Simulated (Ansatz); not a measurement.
# The perfect Al wire along [110], 8 atoms a period, part 2 of 2

Aim: is the Al wire along [110], 8 atoms a period a metal or a semiconductor?

Ansatz 0.2.0; DFT PBE, plane waves, PAW; relaxation of a wire's period; PAW set soft_1 (the session's first sound run).

So far: Set-up; Relaxing the period.

## 2. Relaxing the period (continued)

Step by step:

```tsv
step	energy less that of the first step (eV)	largest force component (eV/Å)	pressure (GPa)	volume (Å³)
1	0.0000	0.4499	-1.64	387.49
2	-0.3406	0.3285	0.09	371.08
3	-0.4177	0.1559	0.33	360.25
4	-0.4275	0.0676	0.16	359.94
5	-0.4333	0.0247	0.04	361.35
6	-0.4343	0.0045	0.11	360.79
7*	-0.4332	0.0044	0.10	360.79
```

Relaxation steps marked * repeat the geometry before them on a plane-wave basis chosen anew for their cell, so energy and pressure can jump there.

The run keeps the 8 symmetry operations that it works with, so distortions that break them were not tested.

```tsv
cell as run	before	after	change
c (Å)	2.857	2.660	-6.9 %
```

The atoms that moved most (Å, along periodic axes as changes of fractional coordinates times the final cell, across vacuum about the mean position):

```tsv
atom	dx	dy	dz	length
Al1	-0.140	0.201	0.000	0.245
Al3	0.140	0.201	0.000	0.245
Al7	-0.140	-0.201	0.000	0.245
Al8	0.140	-0.201	0.000	0.245
Al2	-0.140	0.000	0.000	0.140
Al4	0.140	0.000	0.000	0.140
Al6	0.000	0.022	0.000	0.022
Al5	0.000	-0.022	0.000	0.022
```

Numbers from this step:

```yaml
energy_at_zero_smearing: -4295.5461 eV
cell_length_along_the_wire: 2.660 Å
```

The cell's length comes to 2.660 Å with spin left out.

## 3. The perfect wire

This step: DFT PBE, plane waves, PAW; bands of a perfect wire; PAW set soft_1 (Ansatz 0.2.0).

At the relaxed period the bands are computed along the axis; those that cross an energy going forward count the channels that a perfect wire would open there.

input.yaml

```yaml
crystal:
  lattice:
    - [10.84, 0.0, 0.0]
    - [0.0, 12.513, 0.0]
    - [0.0, 0.0, 2.6598550367]
  atoms:
    - { symbol: Al, position: [0.300773599, 0.287819834, 0.0] }
    - { symbol: Al, position: [0.300757456, 0.500016894, 0.0] }
    - { symbol: Al, position: [0.699226401, 0.287819834, 0.0] }
    - { symbol: Al, position: [0.699242544, 0.500016894, 0.0] }
    - { symbol: Al, position: [0.5, 0.38414763, 0.5] }
    - { symbol: Al, position: [0.5, 0.615886158, 0.5] }
    - { symbol: Al, position: [0.300773599, 0.712213954, 0.0] }
    - { symbol: Al, position: [0.699226401, 0.712213954, 0.0] }
kpoints:
  mp_grid: { grid: [1, 1, 31] }
  band_path: { path: ["Γ", Z], npoints: 90 }
scf:
  occupations: { method: fermi_dirac, width: 0.05 }
hamiltonian:
  xc: pbe
  pseudopotentials: { kind: paw, azcp: { folder: soft_1 } }
output:
  dos: { e_range: [-5, 4] }
  write_potential: true
  write_density: true
  volumetric_format: npy
```

On the command line:

```console
> ansatz run input.yaml --threads 4 --pin off --max-ram 16384MiB --backend cpu --events-out ev --progress --plain --runs-dir out
```

Numbers of over 12 decimals in the logs are rounded to 6 here.

Output:

```text
[...]
Crystal: 8 atoms, lattice volume = 360.785 Å³
Basis set: ecut = 420 eV, 7097 PW (Γ)
Bands: 20, of which v1, the nominal top of the filled ones, is band 12 counted from 1 (11 counted from 0)
Symmetry: 8 space group operations
[...]
k-points: 16 of 31
[...]
SCF iter   1: F=—  HF=-4297.699611 eV  |F-HF|=—  |Δ(HF+E_count)|=         —  Δρ=2.14e-2  dr2=1.15e1  ethr=3.10e-3  ⟨swp⟩=9.4  Hψ=2261  notcnv=0
[...]
SCF iter   8: F=-4295.547819 eV  HF=-4295.547819 eV  |F-HF|=2.62e-8  |Δ(HF+E_count)|=   3.64e-7  Δρ=3.24e-6  dr2=4.74e-8  ethr=4.17e-10  ⟨swp⟩=9.8  Hψ=1715  notcnv=0
SCF 1 converged in 8 iterations: F = -4295.547819 eV  dr2 = 4.74e-8
[...]
NSCF: frozen V_eff on 91 k-points
WARN: The input density's exchange-correlation potential varies sharply where the density is thin. Do not read a vacuum level from v_tot or v_xc, or from such a field of the output density. On a cell that repeats whose density bears no net charge and no dipole along the vacuum's axis use v_es (v_loc + v_h of the components); under efield.dipole_correction with no amplitude use v_es + v_field, which holds any external [...]
SCF converged after 8 iterations
Free energy (F): -4295.547819 eV
[...]
Internal energy: -4295.522737 eV  (E = F + TS)
E sigma→0 (E₀):  -4295.535278 eV
Entropy (-TS):   -0.025082 eV (-3.135 meV/atom)
Fermi energy:    0.429808 eV
[...]
--- Band table (eV; the first three rows and the last of 16) ---
  k-point 0: bands = [... 8 lower, -1.7922, -1.6529, -1.6407, -1.2180, -0.0273, 1.1585, 1.2480, 1.7693, ... 4 higher]
  k-point 1: bands = [... 8 lower, -1.7719, -1.6326, -1.6204, -1.1977, -0.0073, 1.1785, 1.2679, 1.7891, ... 4 higher]
  k-point 2: bands = [... 8 lower, -1.7111, -1.5720, -1.5595, -1.1366, 0.0528, 1.2381, 1.3276, 1.8480, ... 4 higher]
  k-point 15: bands = [... 8 lower, -0.8062, -0.0791, 0.1599, 0.5176, 0.9231, 1.1076, 1.7307, 2.0304, ... 4 higher]
```

Wall time 6.6 s (4 threads of Arm Neoverse V2, shared host); peak memory 0.63 GiB; 25 s of CPU time.

Reading the cycles: dr2 is the Hartree energy of the density residual (eV), the measure of convergence; HF is the Harris–Foulkes estimate of the energy, which meets the free energy F at convergence.

This step gave:

- energy at zero smearing: -4295.5353 eV
- band gap: 0 eV

Electronic bands along the path, in eV, zero at the Fermi level:

```tsv
point	band 9	band 10	band 11	band 12	band 13	band 14	band 15	band 16
Γ	-2.22	-2.08	-2.07	-1.65	-0.46	0.73	0.82	1.34
halfway	-1.02	-0.88	-0.85	-0.45	0.73	1.05	1.90	2.06
Z	-1.15	-0.47	-0.21	0.09	0.35	0.77	1.24	1.50
```

Between Γ and Z the bands cross the Fermi level 6 times, so a perfect wire would conduct at least 6 G₀, with spin left out.

## 4. Outcome

- cell length, PBE: 2.660 Å
- ballistic conductance by band crossings, a lower bound, PBE: 6 G₀

Under PBE the cell's length is 2.66 Å, and the bands cross the Fermi level 6 times between Γ and Z, which gives a perfect wire at least 6 G₀ (opposite crossings within one step of the path cancel in such a count).

[Logs are printed without paths, hosts, clocks, repeated set-up lines and the standing remarks that a program may print on its own settings, such as how far it seeks lower states.]

[Hosts, paths, dates, database ids (printed as entryN), source tags and the programs' standing remarks are cut or masked in the printed files.]
